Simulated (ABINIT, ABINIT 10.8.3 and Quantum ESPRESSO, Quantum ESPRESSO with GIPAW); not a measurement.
## NMR shieldings of SrO in space group Fm-3m by two methods

How well do two plane-wave methods agree on the shieldings of SrO in space group Fm-3m?

Method: DFT, plane-wave PAW; levels as the steps name them, in ABINIT 10.8.3 and Quantum ESPRESSO with GIPAW.

The database entry behind the starting cell differs from later determinations by our own check (about 0.5 % short), so it need not match the best structure at ambient conditions.

### 1. The starting structure

The structure is cubic, space group Fm-3m (No. 225). Conventional cell: a = 5.133 Å, b = 5.133 Å, c = 5.133 Å, α = 90.00°, β = 90.00°, γ = 90.00°. Sr has 6 O at 2.57 Å nearest. Nearest to O lie 6 Sr at 2.57 Å. Farther neighbours and most contacts between anions are not listed.

Structure file:

```cif
data_structure
_symmetry_space_group_name_H-M 'P 1'
_symmetry_Int_Tables_number 1
_cell_length_a 3.6293
_cell_length_b 3.6293
_cell_length_c 3.6293
_cell_angle_alpha 60.000
_cell_angle_beta 60.000
_cell_angle_gamma 60.000
_cell_volume 33.80
loop_
_atom_site_label
_atom_site_type_symbol
_atom_site_fract_x
_atom_site_fract_y
_atom_site_fract_z
_atom_site_occupancy
Sr1 Sr 0.50000 0.50000 0.50000 1
O2 O 0.00000 0.00000 0.00000 1
```

### 2. GIPAW: ground state

GIPAW goes first: it uses the crystal's symmetry and gives all sites in one run, so it is the cheaper road.

A patched development version of Quantum ESPRESSO; PAW files made with ld1.x from the pslibrary 1.0.0 recipes.

Contents of run_scf.py:

```python
from ase import Atoms
from ase.calculators.espresso import Espresso, EspressoProfile

atoms = Atoms(
    ['Sr', 'O'],
    cell=[
        [0.00000000, 2.56630000, 2.56630000],
        [2.56630000, 0.00000000, 2.56630000],
        [2.56630000, 2.56630000, 0.00000000],
    ],
    scaled_positions=[
        [0.50000000, 0.50000000, 0.50000000],
        [0.00000000, 0.00000000, 0.00000000],
    ],
    pbc=True,
)
atoms.calc = Espresso(
    profile=EspressoProfile(command='mpirun -np 8 pw.x -nk 8', pseudo_dir='./'),
    pseudopotentials={
        'Sr': 'Sr.pbe-spn-kjpaw_psl.1.0.0-gipaw.UPF',
        'O': 'O.pbe-n-kjpaw_psl.1.0.0-gipaw.UPF',
    },
    input_data={
        'control': {'calculation': 'scf', 'prefix': 'x', 'outdir': './tmp/'},
        'system': {'ecutwfc': 55, 'ecutrho': 330, 'nbnd': 10},
        'electrons': {'conv_thr': 1.0e-10, 'mixing_beta': 0.7, 'electron_maxstep': 100},
    },
    kpts=(8, 8, 8),
    koffset=(0, 0, 0),
)
print('energy', atoms.get_potential_energy(), 'eV')
```

ASE writes espresso.pwi from it and starts pw.x; the output below is espresso.pwo.

Contents of espresso.pwi:

```
&CONTROL
   calculation      = 'scf'
   outdir           = './tmp/'
   prefix           = 'x'
   pseudo_dir       = './'
/
&SYSTEM
   nbnd             = 10
   ecutwfc          = 55
   ecutrho          = 330
   ntyp             = 2
   nat              = 2
   ibrav            = 0
/
&ELECTRONS
   electron_maxstep = 100
   conv_thr         = 1e-10
   mixing_beta      = 0.7
/
&IONS
/
&CELL
/
&FCP
/
&RISM
/
ATOMIC_SPECIES
Sr 87.62 Sr.pbe-spn-kjpaw_psl.1.0.0-gipaw.UPF
O 15.999 O.pbe-n-kjpaw_psl.1.0.0-gipaw.UPF

K_POINTS automatic
8 8 8  0 0 0

CELL_PARAMETERS angstrom
0.00000000000000 2.56630000000000 2.56630000000000
2.56630000000000 0.00000000000000 2.56630000000000
2.56630000000000 2.56630000000000 0.00000000000000

ATOMIC_POSITIONS angstrom
Sr 2.5663000000 2.5663000000 2.5663000000  
O 0.0000000000 0.0000000000 0.0000000000
```

Command:

```sh
$ python run_scf.py
```

Numbers of over 12 decimals in the logs are rounded to 6 here.

What it wrote:

```text
Warning: card &CELL ignored
Warning: card &FCP ignored
Warning: card &RISM ignored

     using ibrav=0 with symmetry is DISCOURAGED, use correct ibrav instead

     bravais-lattice index     =            0
     lattice parameter (alat)  =       6.8584  a.u.
     unit-cell volume          =     228.1124 (a.u.)^3
     number of atoms/cell      =            2
     number of atomic types    =            2
     number of electrons       =        16.00
     number of Kohn-Sham states=           10
     kinetic-energy cutoff     =      55.0000  Ry
     charge density cutoff     =     330.0000  Ry
     scf convergence threshold =      1.0E-10
     mixing beta               =       0.7000
     number of iterations used =            8  plain     mixing
     Exchange-correlation= SLA-PW-PBX-PBC
                           (   1   4   3   4   0   0   0)
[...]
Sr               10.00    87.62000     Sr( 1.00)
     O                 6.00    15.99900     O ( 1.00)

     48 Sym. Ops., with inversion, found
[...]
number of k points=    29
[...]
Dense  grid:    23049 G-vectors     FFT dimensions: (  40,  40,  40)

     Smooth grid:    12627 G-vectors     FFT dimensions: (  36,  36,  36)

     Check: negative core charge=   -0.000003

     Initial potential from superposition of free atoms

     starting charge      15.9924, renormalised to      16.0000
     Starting wfcs are   12 randomized atomic wfcs

     Self-consistent Calculation

     iteration #  1     ecut=    55.00 Ry     beta= 0.70
     Davidson diagonalization with overlap
     ethr =  1.00E-02,  avg # of iterations =  6.3

     total energy              =    -301.57387682 Ry
     estimated scf accuracy    <       0.88463991 Ry

     iteration #  2     ecut=    55.00 Ry     beta= 0.70
     Davidson diagonalization with overlap
     ethr =  5.53E-03,  avg # of iterations =  5.6

     total energy              =    -301.54931377 Ry
     estimated scf accuracy    <       3.73520022 Ry

     iteration #  3     ecut=    55.00 Ry     beta= 0.70
     Davidson diagonalization with overlap
     ethr =  5.53E-03,  avg # of iterations =  5.0

     total energy              =    -302.15876652 Ry
     estimated scf accuracy    <       0.01138603 Ry

[...]
total energy              =    -302.16504842 Ry
[...]
iteration # 31     ecut=    55.00 Ry     beta= 0.70
     Davidson diagonalization with overlap
     ethr =  6.32E-13,  avg # of iterations =  1.8

     total energy              =    -302.16504842 Ry
     estimated scf accuracy    <          5.4E-10 Ry

     iteration # 32     ecut=    55.00 Ry     beta= 0.70
     Davidson diagonalization with overlap
     ethr =  6.32E-13,  avg # of iterations =  5.0

     The highest empty levels of an scf can be off by 1 eV or more

     End of self-consistent calculation
     [one-electron energies left out]

     highest occupied, lowest unoccupied level (ev):     8.0895   11.3956

!    total energy              =    -302.16504842 Ry
     total all-electron energy =     -6509.871177 Ry
     estimated scf accuracy    <          6.5E-11 Ry

     The total energy is the sum of the following terms:
     one-electron contribution =     -13.91111941 Ry
     hartree contribution      =      16.77546802 Ry
     xc contribution           =     -26.01981160 Ry
     ewald contribution        =     -77.77018127 Ry
     one-center paw contrib.   =    -201.23940416 Ry

     convergence has been achieved in  32 iterations
[...]
JOB DONE.
```

Wall time 16 s (8 MPI ranks of Arm Neoverse N1, shared host); peak memory 0.66 GiB; 2 min of CPU time.

### 3. GIPAW: response

Contents of nmr.in:

```
&inputgipaw
  job = 'nmr'
  prefix = 'x'
  tmp_dir = './tmp/'
  restart_mode = 'from_scratch'
  verbosity = 'low'
  q_gipaw = 0.01
  spline_ps = .true.
  conv_threshold = 1.0d-11
  use_nmr_macroscopic_shape = .false.
  pawproj(1) = .true.
  pawproj(2) = .true.
/
```

Command:

```sh
$ mpirun -np 8 gipaw.x -in nmr.in > nmr.out
```

What it wrote:

```text
[banner, memory and clock lines left out]
[a note of our patched build left out]

     Parallelizing q-star over 1 images

     IMPORTANT: XC functional enforced from input :
     Exchange-correlation= PBE
                           (   1   4   3   4   0   0   0)
     Any further DFT definition will be discarded
     Please, verify this is what you really want

     Check: negative core charge=   -0.000003
[...]
projs nearly linearly dependent: l=0  n1,n2= 1, 2  s=  0.99266918
[...]
alpha_pv=     64.6051 eV

     spline_ps is .false., expect some extrapolation errors

     q-space interpolation up to    66.00 Rydberg

     GIPAW job: nmr
     NMR macroscopic correction: no
[...]
Computing the magnetic susceptibility     isolve=0    ethr=  0.1000E-10
     Starting from scratch
     k-point #    1 of    29      pool #  1    cpu time:       0.7
[...]
End of magnetic susceptibility calculation

     f-sum rule (1st term):
           -17.0860          0.0000          0.0000
             0.0000        -17.0860          0.0000
             0.0000          0.0000        -17.0860

     f-sum rule (2nd term):
            -0.2462         -0.0000          0.0000
            -0.0000         -0.2462         -0.0000
             0.0000         -0.0000         -0.2462

     f-sum rule (should be   -17.3315):
           -17.3321          0.0000          0.0000
             0.0000        -17.3321          0.0000
             0.0000          0.0000        -17.3321

[... susceptibilities left out ...]
     Contributions to the NMR chemical shifts: -------------------------------

     Macroscopic shape contribution in ppm:                    0.00
             0.0000          0.0000          0.0000
             0.0000          0.0000          0.0000
             0.0000          0.0000          0.0000

     Core contribution in ppm:

     Atom  1  Sr  pos: (  0.707107  0.707107  0.707107)  core sigma:        3441.03
     Atom  2  O   pos: (  0.000000  0.000000  0.000000)  core sigma:         271.07

     Bare contribution in ppm:

     Atom  1  Sr  pos: (  0.707107  0.707107  0.707107)  bare sigma:          82.21
[...]
Atom  2  O   pos: (  0.000000  0.000000  0.000000)  bare sigma:         -69.83
[...]
Diamagnetic contribution in ppm:

     Atom  1  Sr  pos: (  0.707107  0.707107  0.707107)  dia sigma:         -26.46
[...]
Atom  2  O   pos: (  0.000000  0.000000  0.000000)  dia sigma:          17.02
[...]
Paramagnetic contribution in ppm:

     Atom  1  Sr  pos: (  0.707107  0.707107  0.707107)  para sigma:       -1677.71
[...]
Atom  2  O   pos: (  0.000000  0.000000  0.000000)  para sigma:        -220.39
[...]
Paramagnetic US occ-occ contribution in ppm:

     Atom  1  Sr  pos: (  0.707107  0.707107  0.707107)  para_oo sigma:          -5.21
[...]
Atom  2  O   pos: (  0.000000  0.000000  0.000000)  para_oo sigma:           0.41
[...]
Paramagnetic US L_R Q_R contribution in ppm:

     Atom  1  Sr  pos: (  0.707107  0.707107  0.707107)  para_lq sigma:         788.49
[...]
Atom  2  O   pos: (  0.000000  0.000000  0.000000)  para_lq sigma:        -217.70
[...]
Total NMR chemical shifts in ppm: ---------------------------------------
     (adopting the Simpson convention for anisotropy and asymmetry)-----------

     Atom  1  Sr  pos: (  0.707107  0.707107  0.707107)  Total sigma:        2602.35
[...]
Sr      1    anisotropy:      0.00    eta:    0.0000
[...]
Atom  2  O   pos: (  0.000000  0.000000  0.000000)  Total sigma:        -219.42
[...]
O       2    anisotropy:     -0.00    eta:    0.0000
[...]
```

Elapsed: 63 s, on 8 MPI ranks; peak memory 0.47 GiB; 8.3 min of CPU time.

(Part 1 of 2 ends here.)

[Banner, clock, file and dataset-listing lines were taken out of the logs.]

[Logs are printed without paths, hosts, clocks, repeated set-up lines and the standing remarks that a program may print on its own settings, such as how far it seeks lower states.]

[Hosts, paths, dates, database ids (printed as entryN), source tags and the programs' standing remarks are cut or masked in the printed files.]
